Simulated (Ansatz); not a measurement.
# Y on Pt(111): change of the work function, part 2 of 4

Wanted: Δφ(θ) for Y/Pt(111), starting from the fcc site.

Ansatz 0.2.0; plane-wave DFT, PBE, Ansatz PAW.

So far, work function, upper face (eV): step 2 (the clean slab) 5.70.

**3. The covered slab, k-mesh 4×4×1, coverage 0.111 ML**

System of this step: YPt36 (Y/Pt(111)). The cell holds 37 atoms: 36 Pt and 1 Y. Cell: a = 8.316 Å, b = 8.316 Å, c = 27.857 Å, α = 90.0°, β = 90.0°, γ = 60.0°. Vacuum lies along c.

The clean slab as it ended is repeated in the plane and the adsorbate is set on one face; the cell's size fixes the coverage, and the k-mesh shrinks with it to keep the sampling density about even. Adsorbate and upper layers relax, since the dipole depends on the height.

input.yaml reads:

```yaml
crystal:
  lattice:
    - [8.3155757468, 1.0e-10, 0.0]
    - [4.1577878733, 7.2014998438, 0.0]
    - [0.0, 0.0, 27.8574003692]
  atoms:
    - { symbol: Pt, position: [0.0, 0.0, 0.3230739366] }
    - { symbol: Pt, position: [0.1111111111, 0.1111111111, 0.4043167312] }
    - { symbol: Pt, position: [0.2222222222, 0.2222222222, 0.4871227174] }
    - { symbol: Pt, position: [0.0, 0.0, 0.5709611553] }
    - { symbol: Pt, position: [0.0, 0.3333333333, 0.3230739366] }
    - { symbol: Pt, position: [0.1111111111, 0.4444444444, 0.4043167312] }
    - { symbol: Pt, position: [0.2222222222, 0.5555555556, 0.4871227174] }
    - { symbol: Pt, position: [0.0, 0.3333333333, 0.5709611553] }
    - { symbol: Pt, position: [0.0, 0.6666666667, 0.3230739366] }
    - { symbol: Pt, position: [0.1111111111, 0.7777777778, 0.4043167312] }
    - { symbol: Pt, position: [0.2222222222, 0.8888888889, 0.4871227174] }
    - { symbol: Pt, position: [0.0, 0.6666666667, 0.5709611553] }
    - { symbol: Pt, position: [0.3333333333, 0.0, 0.3230739366] }
    - { symbol: Pt, position: [0.4444444444, 0.1111111111, 0.4043167312] }
    - { symbol: Pt, position: [0.5555555556, 0.2222222222, 0.4871227174] }
    - { symbol: Pt, position: [0.3333333333, 0.0, 0.5709611553] }
    - { symbol: Pt, position: [0.3333333333, 0.3333333333, 0.3230739366] }
    - { symbol: Pt, position: [0.4444444444, 0.4444444444, 0.4043167312] }
    - { symbol: Pt, position: [0.5555555556, 0.5555555556, 0.4871227174] }
    - { symbol: Pt, position: [0.3333333333, 0.3333333333, 0.5709611553] }
    - { symbol: Pt, position: [0.3333333333, 0.6666666667, 0.3230739366] }
    - { symbol: Pt, position: [0.4444444444, 0.7777777778, 0.4043167312] }
    - { symbol: Pt, position: [0.5555555556, 0.8888888889, 0.4871227174] }
    - { symbol: Pt, position: [0.3333333333, 0.6666666667, 0.5709611553] }
    - { symbol: Pt, position: [0.6666666667, 0.0, 0.3230739366] }
    - { symbol: Pt, position: [0.7777777778, 0.1111111111, 0.4043167312] }
    - { symbol: Pt, position: [0.8888888889, 0.2222222222, 0.4871227174] }
    - { symbol: Pt, position: [0.6666666667, 0.0, 0.5709611553] }
    - { symbol: Pt, position: [0.6666666667, 0.3333333333, 0.3230739366] }
    - { symbol: Pt, position: [0.7777777778, 0.4444444444, 0.4043167312] }
    - { symbol: Pt, position: [0.8888888889, 0.5555555556, 0.4871227174] }
    - { symbol: Pt, position: [0.6666666667, 0.3333333333, 0.5709611553] }
    - { symbol: Pt, position: [0.6666666667, 0.6666666667, 0.3230739366] }
    - { symbol: Pt, position: [0.7777777778, 0.7777777778, 0.4043167312] }
    - { symbol: Pt, position: [0.8888888889, 0.8888888889, 0.4871227174] }
    - { symbol: Pt, position: [0.6666666667, 0.6666666667, 0.5709611553] }
    - { symbol: "Y", position: [0.1111111111, 0.1111111111, 0.6769260634] }
kpoints:
  mp_grid: { grid: [4, 4, 1] }
hamiltonian:
  xc: pbe
scf:
  occupations: { method: fermi_dirac, width: 0.1 }
  convergence: { dr2_threshold: 1.0e-08 }
efield:
  axis: 3
  dipole_correction: true
  ramp_position: 0.97
  ramp_width: 0.06
relax:
  f_tol: 0.02
  max_steps: 60
  constraints:
    - { sites: [0, 1, 4, 5, 8, 9, 12, 13, 16, 17, 20, 21, 24, 25, 28, 29, 32, 33] }
output:
  write_potential: true
  write_density: true
  volumetric_format: npy
```

On the command line:

```console
> ansatz run input.yaml --threads 4 --pin off --max-ram 16384MiB --backend cpu --events-out ev --progress --plain --runs-dir out
```

What it wrote:

```text
[...]
Crystal: 37 atoms, lattice volume = 1668.230 Å³
Basis set: ecut = 420 eV, 32601 PW (Γ), exchange–correlation on 120×120×384 points (8 copies of the dense FFT grid, shifted against one another)
Bands: 396, of which v1, the nominal top of the filled ones, is band 330 counted from 1 (329 counted from 0)
Symmetry: 6 space group operations
[...]
k-points: 4 of 16 (time reversal used)
[...]
SCF iter   1: F=—  HF=-454667.500634 eV  |F-HF|=—  |Δ(HF+E_count)|=         —  Δρ=6.01e-3  dr2=5.45e0  ethr=1.77e-3  p=0.718 e·Å  D=7.78e-2 V/Å  ΔV_dip=-2.17 eV  dr2_dipole=2.95e-1  V_vac-E_F(+/−)=3.04/5.21 eV  ⟨swp⟩=7.0  Hψ=6299  notcnv=0  defer=87
[...]
SCF iter  13: F=-454667.428414 eV  HF=-454667.428414 eV  |F-HF|=4.48e-9  |Δ(HF+E_count)|=   1.95e-8  Δρ=3.64e-7  dr2=5.39e-9  ethr=1.52e-12  p=0.821 e·Å  D=8.91e-2 V/Å  ΔV_dip=-2.48 eV  dr2_dipole=7.56e-10  V_vac-E_F(+/−)=3.19/5.67 eV  ⟨swp⟩=7.8  Hψ=10552  notcnv=0
SCF 1 converged in 13 iterations: F = -454667.428414 eV  dr2 = 5.39e-9
[...]
relax step   1: F+E_penalty+E_count = -454667.42841373 eV  Δ(F+E_penalty+E_count) = +0.000e0 eV  max|allowed force component| = 3.692e0 eV/Å  Δτ_max = 0.0000 Å  (13 SCF iters, accepted)
[...]
SCF iter  12: F=-454668.378263 eV  HF=-454668.378263 eV  |F-HF|=2.70e-8  |Δ(HF+E_count)|=   4.75e-8  Δρ=4.19e-7  dr2=4.10e-9  ethr=1.52e-12  p=0.894 e·Å  D=9.69e-2 V/Å  ΔV_dip=-2.70 eV  dr2_dipole=7.64e-14  V_vac-E_F(+/−)=2.97/5.67 eV  ⟨swp⟩=9.5  Hψ=10307  notcnv=0
SCF 2 converged in 12 iterations: F = -454668.378263 eV  dr2 = 4.10e-9
[...]
relax step   2: F+E_penalty+E_count = -454668.37826332 eV  Δ(F+E_penalty+E_count) = -9.498e-1 eV  max|allowed force component| = 4.000e0 eV/Å  Δτ_max = 0.1949 Å  (12 SCF iters, accepted)
SCF iter   1: F=—  HF=-454669.320754 eV  |F-HF|=—  |Δ(HF+E_count)|=         —  Δρ=2.76e-3  dr2=1.79e-1  ethr=2.21e-4  p=0.894 e·Å  D=9.69e-2 V/Å  ΔV_dip=-2.70 eV  dr2_dipole=1.03e-3  V_vac-E_F(+/−)=2.97/5.67 eV  ⟨swp⟩=5.0  Hψ=3511  notcnv=0  defer=120
[...]
SCF iter  12: F=-454669.285305 eV  HF=-454669.285305 eV  |F-HF|=6.00e-9  |Δ(HF+E_count)|=   1.20e-8  Δρ=3.37e-7  dr2=5.30e-9  ethr=1.52e-12  p=0.971 e·Å  D=1.05e-1 V/Å  ΔV_dip=-2.94 eV  dr2_dipole=8.51e-10  V_vac-E_F(+/−)=2.73/5.67 eV  ⟨swp⟩=7.0  Hψ=10122  notcnv=0
SCF 3 converged in 12 iterations: F = -454669.285305 eV  dr2 = 5.30e-9
relax step   3: F+E_penalty+E_count = -454669.28530493 eV  Δ(F+E_penalty+E_count) = -9.070e-1 eV  max|allowed force component| = 3.653e0 eV/Å  Δτ_max = 0.1949 Å  (12 SCF iters, accepted)
[...]
relax step   4: F+E_penalty+E_count = -454669.97547273 eV  Δ(F+E_penalty+E_count) = -6.902e-1 eV  max|allowed force component| = 2.107e0 eV/Å  Δτ_max = 0.1950 Å  (12 SCF iters, accepted)
[...]
relax step   5: F+E_penalty+E_count = -454670.20372381 eV  Δ(F+E_penalty+E_count) = -2.283e-1 eV  max|allowed force component| = 2.836e-1 eV/Å  Δτ_max = 0.1948 Å  (12 SCF iters, accepted)
[...]
relax step   6: F+E_penalty+E_count = -454670.22979153 eV  Δ(F+E_penalty+E_count) = -2.607e-2 eV  max|allowed force component| = 1.267e-1 eV/Å  Δτ_max = 0.1000 Å  (12 SCF iters, accepted)
[...]
relax step   7: F+E_penalty+E_count = -454670.23558926 eV  Δ(F+E_penalty+E_count) = -5.798e-3 eV  max|allowed force component| = 2.727e-2 eV/Å  Δτ_max = 0.0267 Å  (11 SCF iters, accepted)
SCF iter   1: F=—  HF=-454670.237334 eV  |F-HF|=—  |Δ(HF+E_count)|=         —  Δρ=1.50e-4  dr2=4.31e-4  ethr=4.97e-7  p=0.953 e·Å  D=1.03e-1 V/Å  ΔV_dip=-2.88 eV  dr2_dipole=8.67e-5  V_vac-E_F(+/−)=2.78/5.66 eV  ⟨swp⟩=2.5  Hψ=2712  notcnv=0  defer=123
[...]
SCF iter   8: F=-454670.235771 eV  HF=-454670.235771 eV  |F-HF|=7.92e-9  |Δ(HF+E_count)|=   1.66e-8  Δρ=3.59e-7  dr2=5.82e-9  ethr=1.52e-12  p=0.953 e·Å  D=1.03e-1 V/Å  ΔV_dip=-2.88 eV  dr2_dipole=8.24e-11  V_vac-E_F(+/−)=2.78/5.66 eV  ⟨swp⟩=9.0  Hψ=10014  notcnv=0
SCF 8 converged in 8 iterations: F = -454670.235771 eV  dr2 = 5.82e-9
relax step   8: F+E_penalty+E_count = -454670.23577093 eV  Δ(F+E_penalty+E_count) = -1.817e-4 eV  max|allowed force component| = 1.583e-3 eV/Å  Δτ_max = 0.0036 Å  (8 SCF iters, accepted)
NSCF: frozen V_eff on 4 k-points
[...]
WARN: The output density's exchange-correlation potential varies sharply where the density is thin. Do not read a vacuum level from v_tot or v_xc, or from such a field of the output density. On a cell that repeats whose density bears no net charge and no dipole along the vacuum's axis use v_es (v_loc + v_h of the components); under efield.dipole_correction with no amplitude use v_es + v_field, which holds any externa [...]
SCF converged after 8 iterations
Free energy (F): -454670.235771 eV
[...]
Internal energy: -454668.336971 eV  (E = F + TS)
E sigma→0 (E₀):  -454669.286371 eV
Entropy (-TS):   -1.898799 eV (-51.319 meV/atom)
Fermi energy:    5.011280 eV
Dipole field:    D = 0.103344 V/Å  (p = 0.952749 e·Å, saw-weighted, corrected)
Work function:   Φ+ = 2.7797 eV   Φ− = 5.6585 eV
[...]
--- Forces (eV/Å), atoms counted from 1 ---
  atom   1  Pt     0.00716619     0.00413740    -0.49451688
  atom   2  Pt    -0.00000000    -0.00000000     0.62793378
  atom   3  Pt     0.00045803     0.00026444     0.00027193
  atom   4  Pt     0.00137090     0.00079149     0.00030373
  atom   5  Pt     0.00000000    -0.00827480    -0.49451688
  atom   6  Pt     0.00861547     0.02075601     0.51139289
  atom   7  Pt     0.00057928    -0.00033445    -0.00019470
  atom   8  Pt     0.00000000    -0.00158298     0.00030373
  atom   9  Pt     0.00082274    -0.00047501    -0.49505210
  atom  10  Pt    -0.01366750    -0.01783923     0.51139289
  atom  11  Pt     0.00000000    -0.00052889     0.00027193
  atom  12  Pt     0.00089920    -0.00051915    -0.00034543
  atom  13  Pt    -0.00716619     0.00413740    -0.49451688
  atom  14  Pt     0.02228297    -0.00291679     0.51139289
  atom  15  Pt    -0.00000000     0.00066889    -0.00019470
  atom  16  Pt    -0.00137090     0.00079149     0.00030373
  atom  17  Pt    -0.00475491    -0.00274525    -0.47126781
  atom  18  Pt    -0.00000000    -0.00000000     0.58554025
  atom  19  Pt    -0.00057928    -0.00033445    -0.00019470
  atom  20  Pt     0.00071972     0.00041553     0.00060712
  atom  21  Pt    -0.00000000     0.00549050    -0.47126781
  atom  22  Pt     0.01366750    -0.01783923     0.51139289
  atom  23  Pt     0.00069415    -0.00040077     0.00037208
  atom  24  Pt     0.00000000    -0.00083107     0.00060712
  atom  25  Pt    -0.00000000     0.00095002    -0.49505210
  atom  26  Pt    -0.02228297    -0.00291679     0.51139289
  atom  27  Pt    -0.00045803     0.00026444     0.00027193
  atom  28  Pt    -0.00000000     0.00103831    -0.00034543
  atom  29  Pt     0.00475491    -0.00274525    -0.47126781
  atom  30  Pt    -0.00861547     0.02075601     0.51139289
  atom  31  Pt    -0.00000000     0.00080154     0.00037208
  atom  32  Pt    -0.00071972     0.00041553     0.00060712
  atom  33  Pt    -0.00082274    -0.00047501    -0.49505210
  atom  34  Pt    -0.00000000    -0.00000000     0.09831028
  atom  35  Pt    -0.00069415    -0.00040077     0.00037208
  atom  36  Pt    -0.00089920    -0.00051915    -0.00034543
  atom  37  Y      0.00000000     0.00000000    -0.00067654
  max |Σ_I F_I| component: 1.04e-6 eV/Å
--- Band table (eV) ---
  k-point 0: bands = [... 326 lower, 4.6198, 4.6325, 4.6325, 4.6457, 4.6458, 4.6458, 4.6992, 4.6992, ... 62 higher]
  k-point 1: bands = [... 326 lower, 4.8624, 4.8643, 4.9228, 4.9465, 5.0028, 5.0367, 5.0586, 5.0713, ... 62 higher]
  k-point 2: bands = [... 326 lower, 4.9796, 4.9851, 4.9952, 5.0069, 5.2074, 5.2711, 5.2871, 5.2974, ... 62 higher]
  k-point 3: bands = [... 326 lower, 4.9850, 5.0516, 5.0706, 5.0884, 5.1037, 5.1192, 5.1278, 5.1626, ... 62 higher]
--- Relaxed structure (8 steps of the walk, 8 accepted, 0 SCFs on fresh bases) ---
  F+E_penalty+E_count = -454670.23577093 eV   max|allowed force component| = 1.583e-3 eV/Å
  atoms:
    - { symbol: Pt, position: [1.111111e-11, 1.111111e-11, 0.3230739366] }
    - { symbol: Pt, position: [0.111111, 0.111111, 0.404317] }
    - { symbol: Pt, position: [0.222084, 0.222084, 0.487916] }
    - { symbol: Pt, position: [-0.00383399, -0.00383399, 0.573760] }
    - { symbol: Pt, position: [1.111114e-11, 0.333333, 0.3230739366] }
    - { symbol: Pt, position: [0.111111, 0.444444, 0.404317] }
    - { symbol: Pt, position: [0.222711, 0.555311, 0.487832] }
    - { symbol: Pt, position: [-0.00383399, 0.341001, 0.573760] }
    - { symbol: Pt, position: [-2.222211e-11, 0.666667, 0.3230739366] }
    - { symbol: Pt, position: [0.111111, 0.777778, 0.404317] }
    - { symbol: Pt, position: [0.222084, 0.889166, 0.487916] }
    - { symbol: Pt, position: [-0.00036816, 0.666851, 0.571800] }
    - { symbol: Pt, position: [0.333333, 1.111111e-11, 0.3230739366] }
    - { symbol: Pt, position: [0.444444, 0.111111, 0.404317] }
    - { symbol: Pt, position: [0.555311, 0.222711, 0.487832] }
    - { symbol: Pt, position: [0.341001, -0.00383399, 0.573760] }
    - { symbol: Pt, position: [0.333333, 0.333333, 0.3230739366] }
    - { symbol: Pt, position: [0.444444, 0.444444, 0.404317] }
    - { symbol: Pt, position: [0.555311, 0.555311, 0.487832] }
    - { symbol: Pt, position: [0.333810, 0.333810, 0.572807] }
    - { symbol: Pt, position: [0.333333, 0.666667, 0.3230739366] }
    - { symbol: Pt, position: [0.444444, 0.777778, 0.404317] }
    - { symbol: Pt, position: [0.555724, 0.888805, 0.486967] }
    - { symbol: Pt, position: [0.333810, 0.665714, 0.572807] }
    - { symbol: Pt, position: [0.666667, -2.222220e-11, 0.3230739366] }
    - { symbol: Pt, position: [0.777778, 0.111111, 0.404317] }
    - { symbol: Pt, position: [0.889166, 0.222084, 0.487916] }
    - { symbol: Pt, position: [0.666851, -0.00036816, 0.571800] }
    - { symbol: Pt, position: [0.666667, 0.333333, 0.3230739366] }
    - { symbol: Pt, position: [0.777778, 0.444444, 0.404317] }
    - { symbol: Pt, position: [0.888805, 0.555724, 0.486967] }
    - { symbol: Pt, position: [0.665714, 0.333810, 0.572807] }
    - { symbol: Pt, position: [0.666667, 0.666667, 0.3230739366] }
    - { symbol: Pt, position: [0.777778, 0.777778, 0.404317] }
    - { symbol: Pt, position: [0.888805, 0.888805, 0.486967] }
    - { symbol: Pt, position: [0.666851, 0.666851, 0.571800] }
    - { symbol: Y, position: [0.111111, 0.111111, 0.646751] }
```

Wall time 18 min (4 threads of Arm Neoverse V2, shared host); peak memory 11 GiB; 52 min of CPU time.

Step by step:

```
step  energy less that of the first step (eV)  largest force component (eV/Å)
   1                                   0.0000                          3.6916
   2                                  -0.9498                          4.0005
   3                                  -1.8569                          3.6527
   4                                  -2.5471                          2.1074
   5                                  -2.7753                          0.2836
   6                                  -2.8014                          0.1267
   7                                  -2.8072                          0.0273
   8                                  -2.8074                          0.0016
```

The run keeps the 6 symmetry operations that the program found, so distortions that break them were not tested.

The atoms that moved most (Å):

```
atom      dx      dy      dz  length
 Y37   0.000   0.000  -0.841   0.841
Pt16   0.048  -0.028   0.078   0.096
 Pt4  -0.048  -0.028   0.078   0.096
 Pt8   0.000   0.055   0.078   0.096
Pt24   0.000  -0.007   0.051   0.052
Pt20   0.006   0.003   0.051   0.052
Pt32  -0.006   0.003   0.051   0.052
Pt36   0.002   0.001   0.023   0.024
```

The relaxed structure:

```
Pt Y
1.0
     8.31558    0.00000    0.00000
     4.15779    7.20150    0.00000
     0.00000    0.00000   27.85740
Pt Y
36 1
Direct
  0.00000 0.00000 0.32307
  0.11111 0.11111 0.40432
  0.22208 0.22208 0.48792
  0.99617 0.99617 0.57376
  0.00000 0.33333 0.32307
  0.11111 0.44444 0.40432
  0.22271 0.55531 0.48783
  0.99617 0.34100 0.57376
  0.00000 0.66667 0.32307
  0.11111 0.77778 0.40432
  0.22208 0.88917 0.48792
  0.99963 0.66685 0.57180
  0.33333 0.00000 0.32307
  0.44444 0.11111 0.40432
  0.55531 0.22271 0.48783
  0.34100 0.99617 0.57376
  0.33333 0.33333 0.32307
  0.44444 0.44444 0.40432
  0.55531 0.55531 0.48783
  0.33381 0.33381 0.57281
  0.33333 0.66667 0.32307
  0.44444 0.77778 0.40432
  0.55572 0.88880 0.48697
  0.33381 0.66571 0.57281
  0.66667 0.00000 0.32307
  0.77778 0.11111 0.40432
  0.88917 0.22208 0.48792
  0.66685 0.99963 0.57180
  0.66667 0.33333 0.32307
  0.77778 0.44444 0.40432
  0.88880 0.55572 0.48697
  0.66571 0.33381 0.57281
  0.66667 0.66667 0.32307
  0.77778 0.77778 0.40432
  0.88880 0.88880 0.48697
  0.66685 0.66685 0.57180
  0.11111 0.11111 0.64675
```

Numbers from this step:

| Item | Value |
| --- | --- |
| energy at zero smearing | -454669.2864 eV |
| work function, upper face | 2.780 eV |
| work function, lower face | 5.659 eV |
| dipole along the normal | 0.9527 e·Å |
| step between the vacuum levels | -2.879 eV |

Running mean over 2.263 Å of the planar mean; the ramp of the sawtooth is left out. Electron's electrostatic potential energy less the Fermi level against z:

```
z (Å)  electron's electrostatic potential energy less the Fermi level (eV)
    4                                                                 5.66
    5                                                                 5.65
    6                                                                 5.60
    7                                                                 4.58
    8                                                                -4.98
    9                                                                -11.6
   10                                                                -12.1
   11                                                                -12.2
   12                                                                -11.7
   13                                                                -11.8
   14                                                                -11.7
   15                                                                -10.8
   16                                                                -11.6
   17                                                                -5.96
   18                                                                 1.48
   19                                                                 1.99
   20                                                                 2.65
   21                                                                 2.76
   22                                                                 2.78
   23                                                                 2.78
   24                                                                 2.78
```

The relaxation took 8 steps and lowered the energy by 2.8 eV; the largest force on the free atoms ends at 0.0016 eV/Å.

The covered face has 2.78 eV, -2.92 eV against the clean one; the bare back face has moved by -0.01 eV, a measure of how thin the slab is.

(Part 2 of 4 ends here.)

[Long decimals in the printed logs are rounded to 6 places.]

[Logs are printed without paths, hosts, clocks, repeated set-up lines and the standing remarks that a program may print on its own settings, such as how far it seeks lower states.]

[Hosts, paths, dates, database ids (printed as entryN), source tags and the programs' standing remarks are cut or masked in the printed files.]

[Maps of the electrostatic potential energy from Ansatz leave out the sawtooth potential of an applied field or a dipole correction, so their vacuum need not be flat; planar profiles and work functions include it.]
